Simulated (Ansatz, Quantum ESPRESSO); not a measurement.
# From contact to tunnelling: a Ga chain with one bond drawn out, part 2 of 4

How fast does transmission decay with width? The series: a Ga chain with one bond drawn out.

Quantum ESPRESSO 7.5; plane-wave DFT, LDA, GBRV ultrasoft pseudopotentials; cross-check by Ansatz 0.2.0 with PAW datasets.

So far. Step 2 (Self-consistent run, 0.3 Å): The run needed 16 iterations to bring the estimated error under 1e-07 Ry; the largest force on any atom, held or free, is 0.41 eV/Å.

## 3. The open system, 0.3 Å

Level of this step: transmission by pwcond, lead and junction from one cell; plane-wave DFT, LDA, GBRV ultrasoft pseudopotentials (Quantum ESPRESSO).

prefixt takes both regions from one run: the lead from 0 to bdl, the scattering region from bdl to bds (units of alat). ikind = 1 puts the same lead on both sides. The program's T_tot counts both spins in a run without spin; the tables below give T per spin.

Contents of j0.cond.in:

```
&inputcond
  outdir = './out'
  prefixt = 'j0.scf'
  tran_file = 'j0.cond.dat'
  bdl = 0.6800000000
  bds = 3.4400000000
  ikind = 1
  ewind = 4.0
  epsproj = 1e-05
  nz1 = 7
  energy0 = 2.0
  denergy = -0.1
/
1
  0.00000000 0.00000000 1.00000000
41
```

On the command line:

```console
OMP_NUM_THREADS=1 mpirun -n 4 pwcond.x -in j0.cond.in > j0.cond.out
```

Output:

```text
[banner, memory and clock lines left out]
Program PWCOND v.7.5 starts

          URL

     ./out/j0.scf.save/

     IMPORTANT: XC functional enforced from input :
     Exchange-correlation= PZ
                           (   1   1   0   0   0   0   0)
     Any further DFT definition will be discarded
     Please, verify this is what you really want

     negative rho (up, down):  1.839E-04 0.000E+00
     Reading collected, re-writing distributed wavefunctions

===== INPUT FILE containing all the regions =====

     GEOMETRY:

     lattice parameter (alat)  =      14.1729  a.u.
     the volume                =    9793.5204 (a.u.)^3
     the cross section         =     200.8724 (a.u.)^2
     l of the unit cell        =       3.4400 (alat)
     number of atoms/cell      =           10
     number of atomic types    =            1

     crystal axes: (cart. coord. in units of alat)
               a(1) = (  1.0000  0.0000  0.0000 )
               a(2) = (  0.0000  1.0000  0.0000 )
               a(3) = (  0.0000  0.0000  3.4400 )

   Cartesian axes

     site n.     atom                  positions (alat units)
          1        Ga     tau(  1)=(  0.5000  0.5000  3.4400  )
          2        Ga     tau(  2)=(  0.5000  0.5000  0.3400  )
          3        Ga     tau(  3)=(  0.5000  0.5000  0.6800  )
          4        Ga     tau(  4)=(  0.5000  0.5000  1.0200  )
          5        Ga     tau(  5)=(  0.5000  0.5000  1.3600  )
          6        Ga     tau(  6)=(  0.5000  0.5000  1.7400  )
          7        Ga     tau(  7)=(  0.5000  0.5000  2.0800  )
          8        Ga     tau(  8)=(  0.5000  0.5000  2.4200  )
          9        Ga     tau(  9)=(  0.5000  0.5000  2.7600  )
         10        Ga     tau( 10)=(  0.5000  0.5000  3.1000  )

     nr1s                      =           54
     nr2s                      =           54
     nr3s                      =          192
     nr1sx                     =           54
     nr2sx                     =           54
     nr3sx                     =          192
     nr1                       =           60
     nr2                       =           60
     nr3                       =          216
     nr1x                      =           60
     nr2x                      =           60
     nr3x                      =          216

 _______________________________
  Radii of nonlocal spheres:

     type       ibeta     ang. mom.          radius (alat units)
       Ga         1         0                    0.1285
       Ga         2         0                    0.1285
       Ga         3         1                    0.1285
       Ga         4         1                    0.1285
       Ga         5         2                    0.1285
       Ga         6         2                    0.1285
----- General information -----

--- T calc. with identical leads (ikind=1) ---

     nrx                       =           54
     nry                       =           54
     nz1                       =            7

     energy0               =         2.0E+00
     denergy               =        -1.0E-01
     nenergy               =         41
     ecut2d                =         3.4E+01
     ewind                 =         4.0E+00
     epsproj               =         1.0E-05

     number of k_|| points=    1
                       cryst. coord.
        k(    1) = (   0.0000000   0.0000000), wk =   1.0000000
----- Information about left/right lead -----

     nocros                   =           18
     noins                    =           18
     norb                     =           54
     norbf                    =          162
     nrz                      =           38

      iorb      type   ibeta   ang. mom.   m       position (alat)
        1        1       1        0        1   taunew(   1)=(  0.5000  0.5000  0.0000)
        2        1       2        0        1   taunew(   2)=(  0.5000  0.5000  0.0000)
        3        1       3        1        1   taunew(   3)=(  0.5000  0.5000  0.0000)
        4        1       3        1        2   taunew(   4)=(  0.5000  0.5000  0.0000)
        5        1       3        1        3   taunew(   5)=(  0.5000  0.5000  0.0000)
        6        1       4        1        1   taunew(   6)=(  0.5000  0.5000  0.0000)
        7        1       4        1        2   taunew(   7)=(  0.5000  0.5000  0.0000)
        8        1       4        1        3   taunew(   8)=(  0.5000  0.5000  0.0000)
        9        1       5        2        1   taunew(   9)=(  0.5000  0.5000  0.0000)
       10        1       5        2        2   taunew(  10)=(  0.5000  0.5000  0.0000)
       11        1       5        2        3   taunew(  11)=(  0.5000  0.5000  0.0000)
       12        1       5        2        4   taunew(  12)=(  0.5000  0.5000  0.0000)
       13        1       5        2        5   taunew(  13)=(  0.5000  0.5000  0.0000)
       14        1       6        2        1   taunew(  14)=(  0.5000  0.5000  0.0000)
       15        1       6        2        2   taunew(  15)=(  0.5000  0.5000  0.0000)
       16        1       6        2        3   taunew(  16)=(  0.5000  0.5000  0.0000)
       17        1       6        2        4   taunew(  17)=(  0.5000  0.5000  0.0000)
       18        1       6        2        5   taunew(  18)=(  0.5000  0.5000  0.0000)
       19        1       1        0        1   taunew(  19)=(  0.5000  0.5000  0.3400)
       20        1       2        0        1   taunew(  20)=(  0.5000  0.5000  0.3400)
       21        1       3        1        1   taunew(  21)=(  0.5000  0.5000  0.3400)
       22        1       3        1        2   taunew(  22)=(  0.5000  0.5000  0.3400)
       23        1       3        1        3   taunew(  23)=(  0.5000  0.5000  0.3400)
       24        1       4        1        1   taunew(  24)=(  0.5000  0.5000  0.3400)
       25        1       4        1        2   taunew(  25)=(  0.5000  0.5000  0.3400)
       26        1       4        1        3   taunew(  26)=(  0.5000  0.5000  0.3400)
       27        1       5        2        1   taunew(  27)=(  0.5000  0.5000  0.3400)
       28        1       5        2        2   taunew(  28)=(  0.5000  0.5000  0.3400)
       29        1       5        2        3   taunew(  29)=(  0.5000  0.5000  0.3400)
       30        1       5        2        4   taunew(  30)=(  0.5000  0.5000  0.3400)
       31        1       5        2        5   taunew(  31)=(  0.5000  0.5000  0.3400)
       32        1       6        2        1   taunew(  32)=(  0.5000  0.5000  0.3400)
       33        1       6        2        2   taunew(  33)=(  0.5000  0.5000  0.3400)
       34        1       6        2        3   taunew(  34)=(  0.5000  0.5000  0.3400)
[...]
150        1       4        1        1   taunew( 150)=(  0.5000  0.5000  2.7600)
      151        1       4        1        2   taunew( 151)=(  0.5000  0.5000  2.7600)
      152        1       4        1        3   taunew( 152)=(  0.5000  0.5000  2.7600)
      153        1       5        2        1   taunew( 153)=(  0.5000  0.5000  2.7600)
      154        1       5        2        2   taunew( 154)=(  0.5000  0.5000  2.7600)
      155        1       5        2        3   taunew( 155)=(  0.5000  0.5000  2.7600)
      156        1       5        2        4   taunew( 156)=(  0.5000  0.5000  2.7600)
      157        1       5        2        5   taunew( 157)=(  0.5000  0.5000  2.7600)
      158        1       6        2        1   taunew( 158)=(  0.5000  0.5000  2.7600)
      159        1       6        2        2   taunew( 159)=(  0.5000  0.5000  2.7600)
      160        1       6        2        3   taunew( 160)=(  0.5000  0.5000  2.7600)
      161        1       6        2        4   taunew( 161)=(  0.5000  0.5000  2.7600)
      162        1       6        2        5   taunew( 162)=(  0.5000  0.5000  2.7600)
 ngper, shell number =          545          70
 ngper, n2d =          545         113
---  E-Ef =    2.0000000  k =    0.0000000   0.0000000
---  ie =          1  ik =          1
 Nchannels of the left tip =            3
 Right moving states:
   k1(2pi/a)   k2(2pi/a)   E-Ef (eV)
   0.2614387   0.0000085   2.0000000
  -0.3865314   0.0000068   2.0000000
  -0.3865314   0.0000068   2.0000000
 Left moving states:
   k1(2pi/a)   k2(2pi/a)   E-Ef (eV)
  -0.2614387   0.0000085   2.0000000
   0.3865314   0.0000068   2.0000000
   0.3865314   0.0000068   2.0000000

 to transmit
 Band j to band i transmissions and reflections:
    j         i     |T_ij|^2    |R_ij|^2

    1 -->     1     0.96057     0.03943
    1 -->     2     0.00000     0.00000
    1 -->     3     0.00000     0.00000
   Total T_j, R_j =    0.96057  0.03943

    2 -->     1     0.00000     0.00000
    2 -->     2     0.92179     0.06422
    2 -->     3     0.00000     0.01399
   Total T_j, R_j =    0.92179  0.07821

    3 -->     1     0.00000     0.00000
    3 -->     2     0.00000     0.01399
    3 -->     3     0.92179     0.06422
   Total T_j, R_j =    0.92179  0.07821

E-Ef(ev), T(x2 spins) =    2.0000000   5.6082755
---  E-Ef =    1.9000000  k =    0.0000000   0.0000000
---  ie =          2  ik =          1
 Nchannels of the left tip =            3
 Right moving states:
   k1(2pi/a)   k2(2pi/a)   E-Ef (eV)
   0.2547432   0.0000084   1.9000000
  -0.4011245   0.0000067   1.9000000
  -0.4011245   0.0000067   1.9000000
 Left moving states:
   k1(2pi/a)   k2(2pi/a)   E-Ef (eV)
  -0.2547432   0.0000084   1.9000000
   0.4011245   0.0000067   1.9000000
   0.4011245   0.0000067   1.9000000

 to transmit
 Band j to band i transmissions and reflections:
    j         i     |T_ij|^2    |R_ij|^2

    1 -->     1     0.96040     0.03960
    1 -->     2     0.00000     0.00000
    1 -->     3     0.00000     0.00000
   Total T_j, R_j =    0.96040  0.03960

    2 -->     1     0.00000     0.00000
    2 -->     2     0.92157     0.06215
    2 -->     3     0.00000     0.01628
   Total T_j, R_j =    0.92157  0.07843

    3 -->     1     0.00000     0.00000
    3 -->     2     0.00000     0.01628
    3 -->     3     0.92157     0.06215
   Total T_j, R_j =    0.92157  0.07843

E-Ef(ev), T(x2 spins) =    1.9000000   5.6070763
---  E-Ef =    1.8000000  k =    0.0000000   0.0000000
---  ie =          3  ik =          1
 Nchannels of the left tip =            3
 Right moving states:
   k1(2pi/a)   k2(2pi/a)   E-Ef (eV)
   0.2480174   0.0000084   1.8000000
  -0.4159999   0.0000067   1.8000000
  -0.4159999   0.0000067   1.8000000
 Left moving states:
   k1(2pi/a)   k2(2pi/a)   E-Ef (eV)
  -0.2480174   0.0000084   1.8000000
   0.4159999   0.0000067   1.8000000
   0.4159999   0.0000067   1.8000000

 to transmit
 Band j to band i transmissions and reflections:
    j         i     |T_ij|^2    |R_ij|^2

    1 -->     1     0.96024     0.03976
    1 -->     2     0.00000     0.00000
    1 -->     3     0.00000     0.00000
   Total T_j, R_j =    0.96024  0.03976

    2 -->     1     0.00000     0.00000
    2 -->     2     0.92052     0.06032
    2 -->     3     0.00000     0.01916
   Total T_j, R_j =    0.92052  0.07948

    3 -->     1     0.00000     0.00000
    3 -->     2     0.00000     0.01916
    3 -->     3     0.92052     0.06032
   Total T_j, R_j =    0.92052  0.07948

E-Ef(ev), T(x2 spins) =    1.8000000   5.6025679
[... further energies and points left out ...]
---  E-Ef =   -1.8000000  k =    0.0000000   0.0000000
---  ie =         39  ik =          1
 Nchannels of the left tip =            1
 Right moving states:
   k1(2pi/a)   k2(2pi/a)   E-Ef (eV)
  -0.0199005   0.0000072  -1.8000000
 Left moving states:
   k1(2pi/a)   k2(2pi/a)   E-Ef (eV)
   0.0199005   0.0000072  -1.8000000

 to transmit
 Band j to band i transmissions and reflections:
    j         i     |T_ij|^2    |R_ij|^2

    1 -->     1     0.87636     0.12364
   Total T_j, R_j =    0.87636  0.12364

E-Ef(ev), T(x2 spins) =   -1.8000000   1.7527251
---  E-Ef =   -1.9000000  k =    0.0000000   0.0000000
---  ie =         40  ik =          1
 Nchannels of the left tip =            1
 Right moving states:
   k1(2pi/a)   k2(2pi/a)   E-Ef (eV)
  -0.0290149   0.0000071  -1.9000000
 Left moving states:
   k1(2pi/a)   k2(2pi/a)   E-Ef (eV)
   0.0290149   0.0000071  -1.9000000

 to transmit
 Band j to band i transmissions and reflections:
    j         i     |T_ij|^2    |R_ij|^2

    1 -->     1     0.89823     0.10177
   Total T_j, R_j =    0.89823  0.10177

E-Ef(ev), T(x2 spins) =   -1.9000000   1.7964652
---  E-Ef =   -2.0000000  k =    0.0000000   0.0000000
---  ie =         41  ik =          1
 Nchannels of the left tip =            1
 Right moving states:
   k1(2pi/a)   k2(2pi/a)   E-Ef (eV)
  -0.0379512   0.0000071  -2.0000000
 Left moving states:
   k1(2pi/a)   k2(2pi/a)   E-Ef (eV)
   0.0379512   0.0000071  -2.0000000

 to transmit
 Band j to band i transmissions and reflections:
    j         i     |T_ij|^2    |R_ij|^2

    1 -->     1     0.90711     0.09289
   Total T_j, R_j =    0.90711  0.09289

E-Ef(ev), T(x2 spins) =   -2.0000000   1.8142120
   T_tot     2.00000      0.56083E+01
   T_tot     1.90000      0.56071E+01
   T_tot     1.80000      0.56026E+01
   T_tot     1.70000      0.55937E+01
   T_tot     1.60000      0.55798E+01
   T_tot     1.50000      0.55601E+01
   T_tot     1.40000      0.55332E+01
   T_tot     1.30000      0.54484E+01
   T_tot     1.20000      0.55253E+01
   T_tot     1.10000      0.54986E+01
   T_tot     1.00000      0.54881E+01
   T_tot     0.90000      0.54877E+01
   T_tot     0.80000      0.54944E+01
   T_tot     0.70000      0.55035E+01
   T_tot     0.60000      0.55106E+01
   T_tot     0.50000      0.55151E+01
   T_tot     0.40000      0.55248E+01
   T_tot     0.30000      0.55555E+01
   T_tot     0.20000      0.56221E+01
   T_tot     0.10000      0.57187E+01
   T_tot    -0.00000      0.57931E+01
   T_tot    -0.10000      0.57484E+01
   T_tot    -0.20000      0.54312E+01
   T_tot    -0.30000      0.19238E+01
   T_tot    -0.40000      0.19241E+01
   T_tot    -0.50000      0.19245E+01
   T_tot    -0.60000      0.19249E+01
   T_tot    -0.70000      0.19256E+01
   T_tot    -0.80000      0.19265E+01
   T_tot    -0.90000      0.19279E+01
   T_tot    -1.00000      0.19302E+01
   T_tot    -1.10000      0.19339E+01
   T_tot    -1.20000      0.19402E+01
   T_tot    -1.30000      0.19513E+01
   T_tot    -1.40000      0.19730E+01
   T_tot    -1.50000      0.00000E+00
   T_tot    -1.60000      0.00000E+00
   T_tot    -1.70000      0.15613E+01
   T_tot    -1.80000      0.17527E+01
   T_tot    -1.90000      0.17965E+01
   T_tot    -2.00000      0.18142E+01

Note: The following floating-point exceptions are signalling: IEEE_UNDERFLOW_FLAG
Note: The following floating-point exceptions are signalling: IEEE_UNDERFLOW_FLAG
Note: The following floating-point exceptions are signalling: IEEE_UNDERFLOW_FLAG
Note: The following floating-point exceptions are signalling: IEEE_UNDERFLOW_FLAG
```

Elapsed: 80 s, on 4 MPI ranks of Arm Neoverse V2, shared host; peak memory 0.39 GiB.

This step gave:

```
lead channels at the Fermi level, one spin : 3
transmission at the Fermi level, one spin  : 2.897
conductance                                : 2.897 G₀
```

Per spin. Open channels against energy, zero at the Fermi level:

energy (eV), open channels and a bar:
```
    -2.00       1.00 ##########
    -1.90       1.00 ##########
    -1.80       1.00 ##########
    -1.70       1.00 ##########
    -1.60       0.00 
    -1.50       0.00 
    -1.40       1.00 ##########
    -1.20       1.00 ##########
    -1.10       1.00 ##########
    -1.00       1.00 ##########
    -0.90       1.00 ##########
    -0.80       1.00 ##########
    -0.70       1.00 ##########
    -0.60       1.00 ##########
    -0.50       1.00 ##########
    -0.40       1.00 ##########
    -0.30       1.00 ##########
    -0.20       3.00 ##############################
    -0.10       3.00 ##############################
     0.00       3.00 ##############################
     0.10       3.00 ##############################
     0.20       3.00 ##############################
     0.30       3.00 ##############################
     0.40       3.00 ##############################
     0.50       3.00 ##############################
     0.60       3.00 ##############################
     0.70       3.00 ##############################
     0.80       3.00 ##############################
     0.90       3.00 ##############################
     1.00       3.00 ##############################
     1.10       3.00 ##############################
     1.20       3.00 ##############################
     1.40       3.00 ##############################
     1.50       3.00 ##############################
     1.60       3.00 ##############################
     1.70       3.00 ##############################
     1.80       3.00 ##############################
     1.90       3.00 ##############################
     2.00       3.00 ##############################
```

Per spin. Table of transmission by energy, zero at the Fermi level:

energy (eV), transmission and a bar:
```
    -2.00       0.91 #########
    -1.90       0.90 #########
    -1.70       0.78 ########
    -1.60       0.00 
    -1.40       0.99 ##########
    -1.30       0.98 ##########
    -1.20       0.97 ##########
    -1.00       0.97 ##########
    -0.90       0.96 ##########
    -0.80       0.96 ##########
    -0.60       0.96 ##########
    -0.50       0.96 ##########
    -0.30       0.96 ##########
    -0.20       2.72 ############################
    -0.10       2.87 ##############################
     0.00       2.90 ##############################
     0.10       2.86 ##############################
     0.20       2.81 #############################
     0.30       2.78 #############################
     0.50       2.76 #############################
     0.60       2.76 #############################
     0.80       2.75 ############################
     0.90       2.74 ############################
     1.00       2.74 ############################
     1.20       2.76 #############################
     1.30       2.72 ############################
     1.40       2.77 #############################
     1.60       2.79 #############################
     1.70       2.80 #############################
     1.90       2.80 #############################
     2.00       2.80 #############################
```

(Continued in part 3 of 4.)

[Long decimals in the printed logs are rounded to 6 places.]

[Repeated lines of the later SCF iterations (solver, time, negative density, dipole) and banner, clock, host and MPI lines are left out of these logs without a mark at each place.]

[Logs are printed without paths, hosts, clocks, repeated set-up lines and the standing remarks that a program may print on its own settings, such as how far it seeks lower states.]

[Hosts, paths, dates, database ids (printed as entryN), source tags and the programs' standing remarks are cut or masked in the printed files.]

[Maps of the electrostatic potential energy from Ansatz leave out the sawtooth potential of an applied field or a dipole correction, so their vacuum need not be flat; planar profiles and work functions include it.]
